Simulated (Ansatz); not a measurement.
# Converging the field response of a SrTiO3 (001), TiO2 faces film, part 3 of 3

Which settings does the induced dipole of a SrTiO3 (001), TiO2 faces film need, and which can be cut?

Ansatz 0.2.0; plane-wave DFT, PBE, Ansatz PAW (the session's first sound run).

So far, equivalent conductor thickness p/(ε₀AE) (Å): 8.69 in steps 2, 9, 10, 11 and 12.

### Step 13. Single point, box 25.8 Å (run 5)

input.yaml

```yaml
crystal:
  lattice:
    - [3.905, 0.0, 0.0]
    - [0.0, 3.905, 0.0]
    - [0.0, 0.0, 25.81]
  atoms:
    - { symbol: Ti, position: [0.5, 0.5, 0.3487020535] }
    - { symbol: O, position: [0.0, 0.5, 0.3487020535] }
    - { symbol: O, position: [0.5, 0.0, 0.3487020535] }
    - { symbol: Sr, position: [0.0, 0.0, 0.4243510267] }
    - { symbol: O, position: [0.5, 0.5, 0.4243510267] }
    - { symbol: Ti, position: [0.5, 0.5, 0.5] }
    - { symbol: O, position: [0.0, 0.5, 0.5] }
    - { symbol: O, position: [0.5, 0.0, 0.5] }
    - { symbol: Sr, position: [0.0, 0.0, 0.5756489733] }
    - { symbol: O, position: [0.5, 0.5, 0.5756489733] }
    - { symbol: Ti, position: [0.5, 0.5, 0.6512979465] }
    - { symbol: O, position: [0.0, 0.5, 0.6512979465] }
    - { symbol: O, position: [0.5, 0.0, 0.6512979465] }
kpoints:
  mp_grid: { grid: [8, 8, 1] }
hamiltonian:
  xc: pbe
scf:
  occupations: { method: fixed }
  convergence: { dr2_threshold: 1.0e-10 }
efield:
  axis: 3
  dipole_correction: true
  ramp_position: 0.97
  ramp_width: 0.06
  amplitude: 0.005
output:
  write_potential: true
  write_density: true
  volumetric_format: npy
```

Run with:

```bash
ansatz run input.yaml --threads 4 --pin off --max-ram 6144MiB --backend cpu --events-out ev --progress --plain --runs-dir out
```

Numbers of over 12 decimals in the logs are rounded to 6 here.

Output:

```text
[...]
Crystal: 13 atoms, lattice volume = 393.577 Å³
Basis set: ecut = 420 eV, 7751 PW (Γ)
Bands: 65, of which v1, the nominal top of the filled ones, is band 52 counted from 1 (51 counted from 0)
Symmetry: 8 space group operations
k-points: 15 of 64
[...]
k-point 0: bands = [... 48 lower, 0.3350, 0.3350, 0.3503, 0.3503, 2.1130, 2.1906, 2.1906, 2.5544, ... 9 higher]
  k-point 1: bands = [... 48 lower, 0.0228, 0.0323, 0.0907, 0.1122, 2.2035, 2.4437, 2.5083, 2.8107, ... 9 higher]
  k-point 2: bands = [... 48 lower, -0.3555, -0.3362, -0.3143, -0.2746, 2.2411, 2.8145, 3.1361, 3.1663, ... 9 higher]
  k-point 14: bands = [... 48 lower, 0.0251, 0.1671, 1.0832, 1.0896, 4.0757, 4.0757, 4.1081, 4.2784, ... 9 higher]
[key lines of the parts left out:]
SCF converged after 17 iterations
Free energy (F): -19145.604662 eV
Fermi energy:    1.089599 eV
Dipole field:    D = 0.001685 V/Å  (p = 0.003664 e·Å, saw-weighted, corrected)
```

Elapsed: 16 s, on 4 threads of Arm Neoverse V2, shared host; peak memory 1 GiB.

The dipole corresponds to a conductor 8.696 Å thick, +0.05 % from the first choice, at 0.98 times its CPU time.

### Step 14. Single point, box 25.8 Å (run 6)

Edit input.yaml of step 13 so:

```diff
@@ -31,3 +31,3 @@
   ramp_width: 0.06
-  amplitude: 0.005
+  amplitude: 0.03
 output:
```

Output:

```text
[...]
Crystal: 13 atoms, lattice volume = 393.577 Å³
Basis set: ecut = 420 eV, 7751 PW (Γ)
Bands: 65, of which v1, the nominal top of the filled ones, is band 52 counted from 1 (51 counted from 0)
Symmetry: 8 space group operations
k-points: 15 of 64
[...]
k-point 0: bands = [... 48 lower, 0.3230, 0.3230, 0.3622, 0.3622, 2.1130, 2.1903, 2.1903, 2.5421, ... 9 higher]
  k-point 1: bands = [... 48 lower, 0.0088, 0.0461, 0.0807, 0.1222, 2.2032, 2.4437, 2.5079, 2.8108, ... 9 higher]
  k-point 2: bands = [... 48 lower, -0.3568, -0.3406, -0.3101, -0.2703, 2.2408, 2.8146, 3.1360, 3.1653, ... 9 higher]
  k-point 14: bands = [... 48 lower, 0.0252, 0.1671, 1.0679, 1.1049, 4.0750, 4.0750, 4.1071, 4.2782, ... 9 higher]
[key lines of the parts left out:]
SCF converged after 17 iterations
Free energy (F): -19145.604982 eV
Fermi energy:    1.104892 eV
Dipole field:    D = 0.010102 V/Å  (p = 0.021973 e·Å, saw-weighted, corrected)
```

Run time: 16 s. Hardware: 4 threads; peak memory 1 GiB.

The dipole corresponds to a conductor 8.691 Å thick, +0.00 % from the first choice, at 0.98 times its CPU time.

### Step 15. Run, box 25.8 Å (run 4)

Edit input.yaml of step 14 so:

```diff
@@ -31,3 +31,3 @@
   ramp_width: 0.06
-  amplitude: 0.03
+  amplitude: 0.3
 output:
```

Output:

```text
[...]
Crystal: 13 atoms, lattice volume = 393.577 Å³
Basis set: ecut = 420 eV, 7751 PW (Γ)
Bands: 65, of which v1, the nominal top of the filled ones, is band 52 counted from 1 (51 counted from 0)
Symmetry: 8 space group operations
k-points: 15 of 64
[...]
k-point 0: bands = [... 48 lower, 0.1564, 0.1564, 0.5214, 0.5214, 2.1084, 2.1621, 2.1621, 2.3884, ... 9 higher]
  k-point 1: bands = [... 48 lower, -0.1589, -0.0822, 0.2065, 0.2784, 2.1744, 2.4403, 2.4684, 2.7280, ... 9 higher]
  k-point 2: bands = [... 48 lower, -0.4796, -0.2724, -0.1786, -0.1328, 2.2110, 2.8234, 3.0850, 3.1323, ... 9 higher]
  k-point 14: bands = [... 48 lower, 0.0407, 0.1631, 0.8975, 1.2672, 4.0146, 4.0146, 4.0162, 4.2654, ... 9 higher]
[key lines of the parts left out:]
SCF converged after 18 iterations
Free energy (F): -19145.637618 eV
Fermi energy:    1.267181 eV
Dipole field:    D = 0.101062 V/Å  (p = 0.219814 e·Å, saw-weighted, corrected)
```

The job ended after 17 s (4 threads; peak memory 1 GiB).

The dipole corresponds to a conductor 8.695 Å thick, +0.04 % from the first choice, at 1.0 times its CPU time.

### Step 16. Run, box 25.8 Å (run 5)

Edit input.yaml of step 15 so:

```diff
@@ -25,3 +25,3 @@
   occupations: { method: fixed }
-  convergence: { dr2_threshold: 1.0e-10 }
+  convergence: { dr2_threshold: 0.0001 }
 efield:
@@ -31,3 +31,3 @@
   ramp_width: 0.06
-  amplitude: 0.3
+  amplitude: 0.1
 output:
```

Output:

```text
[...]
Crystal: 13 atoms, lattice volume = 393.577 Å³
Basis set: ecut = 420 eV, 7751 PW (Γ)
Bands: 65, of which v1, the nominal top of the filled ones, is band 52 counted from 1 (51 counted from 0)
Symmetry: 8 space group operations
k-points: 15 of 64
[...]
k-point 0: bands = [... 48 lower, 0.2799, 0.2799, 0.4034, 0.4034, 2.1108, 2.1857, 2.1857, 2.5007, ... 9 higher]
  k-point 1: bands = [... 48 lower, -0.0351, 0.0390, 0.0881, 0.1619, 2.1986, 2.4416, 2.5021, 2.8102, ... 9 higher]
  k-point 2: bands = [... 48 lower, -0.3716, -0.3499, -0.2822, -0.2408, 2.2361, 2.8142, 3.1340, 3.1536, ... 9 higher]
  k-point 14: bands = [... 48 lower, 0.0264, 0.1660, 1.0233, 1.1476, 4.0665, 4.0665, 4.0949, 4.2748, ... 9 higher]
[key lines of the parts left out:]
SCF converged after 11 iterations
Free energy (F): -19145.608310 eV
Fermi energy:    1.147611 eV
Dipole field:    D = 0.033959 V/Å  (p = 0.073863 e·Å, saw-weighted, corrected)
```

Wall time 15 s (4 threads); peak memory 1 GiB.

The dipole corresponds to a conductor 8.765 Å thick, +0.85 % from the first choice, at 0.92 times its CPU time.

### Step 17. Single point, box 25.8 Å (run 7)

Edit input.yaml of step 16 so:

```diff
@@ -25,3 +25,3 @@
   occupations: { method: fixed }
-  convergence: { dr2_threshold: 0.0001 }
+  convergence: { dr2_threshold: 1.0e-06 }
 efield:
```

Output:

```text
[...]
Crystal: 13 atoms, lattice volume = 393.577 Å³
Basis set: ecut = 420 eV, 7751 PW (Γ)
Bands: 65, of which v1, the nominal top of the filled ones, is band 52 counted from 1 (51 counted from 0)
Symmetry: 8 space group operations
k-points: 15 of 64
[...]
k-point 0: bands = [... 48 lower, 0.2808, 0.2808, 0.4032, 0.4032, 2.1124, 2.1871, 2.1871, 2.5025, ... 9 higher]
  k-point 1: bands = [... 48 lower, -0.0342, 0.0399, 0.0880, 0.1618, 2.1999, 2.4432, 2.5034, 2.8112, ... 9 higher]
  k-point 2: bands = [... 48 lower, -0.3707, -0.3499, -0.2823, -0.2408, 2.2374, 2.8152, 3.1355, 3.1550, ... 9 higher]
  k-point 14: bands = [... 48 lower, 0.0266, 0.1665, 1.0241, 1.1474, 4.0680, 4.0680, 4.0960, 4.2759, ... 9 higher]
[key lines of the parts left out:]
SCF converged after 12 iterations
Free energy (F): -19145.608314 eV
Fermi energy:    1.147411 eV
Dipole field:    D = 0.033671 V/Å  (p = 0.073237 e·Å, saw-weighted, corrected)
```

Elapsed: 15 s, on 4 threads; peak memory 1 GiB.

The dipole corresponds to a conductor 8.691 Å thick, -0.01 % from the first choice, at 0.91 times its CPU time.

### Step 18. Run, box 25.8 Å (run 6)

Edit input.yaml of step 17 so:

```diff
@@ -25,3 +25,3 @@
   occupations: { method: fixed }
-  convergence: { dr2_threshold: 1.0e-06 }
+  convergence: { dr2_threshold: 1.0e-08 }
 efield:
```

Output:

```text
[...]
Crystal: 13 atoms, lattice volume = 393.577 Å³
Basis set: ecut = 420 eV, 7751 PW (Γ)
Bands: 65, of which v1, the nominal top of the filled ones, is band 52 counted from 1 (51 counted from 0)
Symmetry: 8 space group operations
k-points: 15 of 64
[...]
k-point 0: bands = [... 48 lower, 0.2810, 0.2810, 0.4035, 0.4035, 2.1126, 2.1874, 2.1874, 2.5029, ... 9 higher]
  k-point 1: bands = [... 48 lower, -0.0340, 0.0401, 0.0882, 0.1620, 2.2002, 2.4433, 2.5037, 2.8116, ... 9 higher]
  k-point 2: bands = [... 48 lower, -0.3705, -0.3496, -0.2821, -0.2406, 2.2377, 2.8156, 3.1357, 3.1553, ... 9 higher]
  k-point 14: bands = [... 48 lower, 0.0269, 0.1667, 1.0243, 1.1476, 4.0683, 4.0683, 4.0964, 4.2763, ... 9 higher]
[key lines of the parts left out:]
SCF converged after 14 iterations
Free energy (F): -19145.608315 eV
Fermi energy:    1.147609 eV
Dipole field:    D = 0.033673 V/Å  (p = 0.073241 e·Å, saw-weighted, corrected)
```

Wall time 15 s (4 threads); peak memory 1 GiB; 60 s of CPU time.

The dipole corresponds to a conductor 8.691 Å thick, -0.00 % from the first choice, at 0.93 times its CPU time.

### Step 19. Single point, box 25.8 Å (run 8)

This step: plane-wave DFT, LDA, Ansatz PAW (Ansatz 0.2.0).

Edit input.yaml of step 18 so:

```diff
@@ -22,6 +22,6 @@
 hamiltonian:
-  xc: pbe
+  xc: lda
 scf:
   occupations: { method: fixed }
-  convergence: { dr2_threshold: 1.0e-08 }
+  convergence: { dr2_threshold: 1.0e-10 }
 efield:
```

Output:

```text
[...]
Crystal: 13 atoms, lattice volume = 393.577 Å³
Basis set: ecut = 420 eV, 7751 PW (Γ)
Bands: 65, of which v1, the nominal top of the filled ones, is band 52 counted from 1 (51 counted from 0)
Symmetry: 8 space group operations
k-points: 15 of 64
[...]
k-point 0: bands = [... 48 lower, -0.1002, -0.1002, 0.0200, 0.0200, 1.6495, 1.7319, 1.7319, 2.0383, ... 9 higher]
  k-point 1: bands = [... 48 lower, -0.4196, -0.3504, -0.2998, -0.2307, 1.7451, 1.9941, 2.0602, 2.3795, ... 9 higher]
  k-point 2: bands = [... 48 lower, -0.7666, -0.7382, -0.6752, -0.6367, 1.7843, 2.3833, 2.7089, 2.7315, ... 9 higher]
  k-point 14: bands = [... 48 lower, -0.3441, -0.1980, 0.6542, 0.7751, 3.6655, 3.6655, 3.7014, 3.8737, ... 9 higher]
[key lines of the parts left out:]
SCF converged after 17 iterations
Free energy (F): -18701.031191 eV
Fermi energy:    0.775126 eV
Dipole field:    D = 0.033737 V/Å  (p = 0.073380 e·Å, saw-weighted, corrected)
```

Elapsed: 16 s, on 4 threads; peak memory 1 GiB.

The dipole corresponds to a conductor 8.708 Å thick, +0.19 % from the first choice, at 0.99 times its CPU time.

### Step 20. Run, box 25.8 Å (run 7)

This step: plane-wave DFT, r2SCAN, Ansatz PAW (Ansatz 0.2.0).

Edit input.yaml of step 19 so:

```diff
@@ -22,3 +22,3 @@
 hamiltonian:
-  xc: lda
+  xc: r2scan
 scf:
```

Output:

```text
[...]
Crystal: 13 atoms, lattice volume = 393.577 Å³
Basis set: ecut = 500 eV, 9935 PW (Γ), exchange–correlation on 120×120×768 points (64 copies of the dense FFT grid, shifted against one another)
Bands: 65, of which v1, the nominal top of the filled ones, is band 52 counted from 1 (51 counted from 0)
Symmetry: 8 space group operations
k-points: 15 of 64
[...]
k-point 0: bands = [... 48 lower, -0.0312, -0.0312, 0.1041, 0.1041, 2.1841, 2.2431, 2.2431, 2.5570, ... 9 higher]
  k-point 1: bands = [... 48 lower, -0.3477, -0.2607, -0.2126, -0.1261, 2.2558, 2.5018, 2.5512, 2.8464, ... 9 higher]
  k-point 2: bands = [... 48 lower, -0.6745, -0.6524, -0.5779, -0.5346, 2.2914, 2.8517, 3.1829, 3.1996, ... 9 higher]
  k-point 14: bands = [... 48 lower, -0.2710, -0.1316, 0.7426, 0.8790, 4.1158, 4.1158, 4.1737, 4.3308, ... 9 higher]
[key lines of the parts left out:]
SCF converged after 14 iterations
Free energy (F): -19193.144861 eV
Fermi energy:    0.879003 eV
Dipole field:    D = 0.033013 V/Å  (p = 0.071805 e·Å, saw-weighted, corrected)
```

It took 26 s on 4 threads; peak memory 1.8 GiB.

The dipole corresponds to a conductor 8.521 Å thick, -1.96 % from the first choice, at 1.6 times its CPU time.

### Step 21. Single point, box 25.8 Å (run 9)

This step: plane-wave DFT, PBE, norm-conserving (Ansatz 0.2.0).

Edit input.yaml of step 20 so:

```diff
@@ -22,3 +22,4 @@
 hamiltonian:
-  xc: r2scan
+  xc: pbe
+  pseudopotentials: { kind: nc }
 scf:
```

Output:

```text
[...]
Crystal: 13 atoms, lattice volume = 393.577 Å³
Basis set: ecut = 1240 eV, 38997 PW (Γ)
Bands: 65, of which v1, the nominal top of the filled ones, is band 52 counted from 1 (51 counted from 0)
Symmetry: 8 space group operations
k-points: 15 of 64
[...]
k-point 0: bands = [... 48 lower, 0.2890, 0.2890, 0.4119, 0.4119, 2.1244, 2.1972, 2.1972, 2.5151, ... 9 higher]
  k-point 1: bands = [... 48 lower, -0.0242, 0.0477, 0.0984, 0.1700, 2.2102, 2.4559, 2.5141, 2.8224, ... 9 higher]
  k-point 2: bands = [... 48 lower, -0.3640, -0.3397, -0.2712, -0.2340, 2.2480, 2.8265, 3.1501, 3.1672, ... 9 higher]
  k-point 14: bands = [... 48 lower, 0.0366, 0.1774, 1.0371, 1.1608, 4.0839, 4.0839, 4.1107, 4.2910, ... 9 higher]
[key lines of the parts left out:]
SCF converged after 18 iterations
Free energy (F): -10450.729876 eV
Fermi energy:    1.160784 eV
Dipole field:    D = 0.033647 V/Å  (p = 0.073183 e·Å, saw-weighted, corrected)
```

Elapsed: 82 s, on 4 threads; peak memory 3.6 GiB.

The dipole corresponds to a conductor 8.684 Å thick, -0.08 % from the first choice, at 5.0 times its CPU time.

### Step 22. Run, box 25.8 Å (run 8)

This step: plane-wave DFT, PBE, JTH PAW (Ansatz 0.2.0).

Edit input.yaml of step 21 so:

```diff
@@ -23,3 +23,3 @@
   xc: pbe
-  pseudopotentials: { kind: nc }
+  pseudopotentials: { kind: paw, source: jth }
 scf:
```

Output:

```text
[...]
k-point 0: bands = [... 48 lower, 0.3160, 0.3160, 0.4383, 0.4383, 2.1335, 2.2084, 2.2084, 2.5353, ... 9 higher]
  k-point 1: bands = [... 48 lower, -0.0010, 0.0756, 0.1210, 0.1974, 2.2213, 2.4656, 2.5261, 2.8368, ... 9 higher]
  k-point 2: bands = [... 48 lower, -0.3331, -0.3207, -0.2526, -0.2036, 2.2590, 2.8408, 3.1605, 3.1801, ... 9 higher]
  k-point 14: bands = [... 48 lower, 0.0535, 0.1932, 1.0561, 1.1793, 4.0966, 4.0966, 4.1241, 4.3065, ... 9 higher]
[key lines of the parts left out:]
SCF converged after 18 iterations
Free energy (F): -19138.064093 eV
Fermi energy:    1.179259 eV
Dipole field:    D = 0.033682 V/Å  (p = 0.073261 e·Å, saw-weighted, corrected)
```

Run time: 86 s. Hardware: 4 threads; peak memory 4.5 GiB; 5.7 min of CPU time.

The dipole corresponds to a conductor 8.693 Å thick, +0.02 % from the first choice, at 5.3 times its CPU time.

### Step 23. The series together

Times are for 4 threads of Arm Neoverse V2, shared host. Results by setting:

```
no.                         setting  equivalent conductor thickness p/(ε₀AE) (Å)   time  memory (GiB)
  1                    first choice                                        8.691   17 s           1.0
  2                   cutoff 250 eV                                        8.706  7.1 s          0.63
  3                   cutoff 330 eV                                        8.696   10 s          0.80
  4                   cutoff 600 eV                                        8.692   26 s           1.6
  5                        mesh 2x2                                        8.786  2.2 s          0.68
  6                        mesh 4x4                                        8.693  5.8 s          0.78
  7                      mesh 16x16                                        8.692   53 s           1.6
  8                     vacuum 10 Å                                        8.688   11 s          0.80
  9                     vacuum 14 Å                                        8.691   14 s          0.91
 10                     vacuum 26 Å                                        8.691   22 s           1.3
 11                 field 0.005 V/Å                                        8.696   16 s           1.0
 12                  field 0.03 V/Å                                        8.691   16 s           1.0
 13                   field 0.3 V/Å                                        8.695   17 s           1.0
 14          SCF threshold 1e-04 eV                                        8.765   15 s           1.0
 15          SCF threshold 1e-06 eV                                        8.691   15 s           1.0
 16          SCF threshold 1e-08 eV                                        8.691   15 s           1.0
 17        LDA, Ansatz PAW (420 eV)                                        8.708   16 s           1.0
 18     r2SCAN, Ansatz PAW (500 eV)                                        8.521   26 s           1.8
 19  PBE, norm-conserving (1240 eV)                                        8.684   82 s           3.6
 20          PBE, JTH PAW (1380 eV)                                        8.693   86 s           4.5
```

### Step 24. Summary of results

- equivalent conductor thickness, first choice: 8.691 Å
- equivalent conductor thickness, cutoff 600 eV: 8.692 Å
- equivalent conductor thickness, mesh 2x2: 8.786 Å
- equivalent conductor thickness, vacuum 26 Å: 8.691 Å
- equivalent conductor thickness, LDA, Ansatz PAW (420 eV): 8.708 Å
- equivalent conductor thickness, r2SCAN, Ansatz PAW (500 eV): 8.521 Å

What this shows: The first choice gives 8.69 Å. Numerical settings off by more than 1 % against it: mesh 2x2 (+1.1 %). The cheapest single change that stays within 0.5 % is mesh 4x4, at 34 % of the CPU time. Functionals and files move it by +0.2 % (LDA, Ansatz PAW (420 eV)), -2.0 % (r2SCAN, Ansatz PAW (500 eV)), -0.1 % (PBE, norm-conserving (1240 eV)) and under 0.1 % (PBE, JTH PAW (1380 eV)). The film is symmetric and its atoms are held, so the dipole is the electronic response to the field alone. Times of a few seconds on a shared host rank the settings only roughly. In 2 runs of the series (cutoff 250 eV and vacuum 10 Å) the program warns that electrons reach the sawtooth's ramp, which makes dipole and work function less sure.

[Logs are printed without paths, hosts, clocks, repeated set-up lines and the standing remarks that a program may print on its own settings, such as how far it seeks lower states.]

[Hosts, paths, dates, database ids (printed as entryN), source tags and the programs' standing remarks are cut or masked in the printed files.]

[Maps of the electrostatic potential energy from Ansatz leave out the sawtooth potential of an applied field or a dipole correction, so their vacuum need not be flat; planar profiles and work functions include it.]
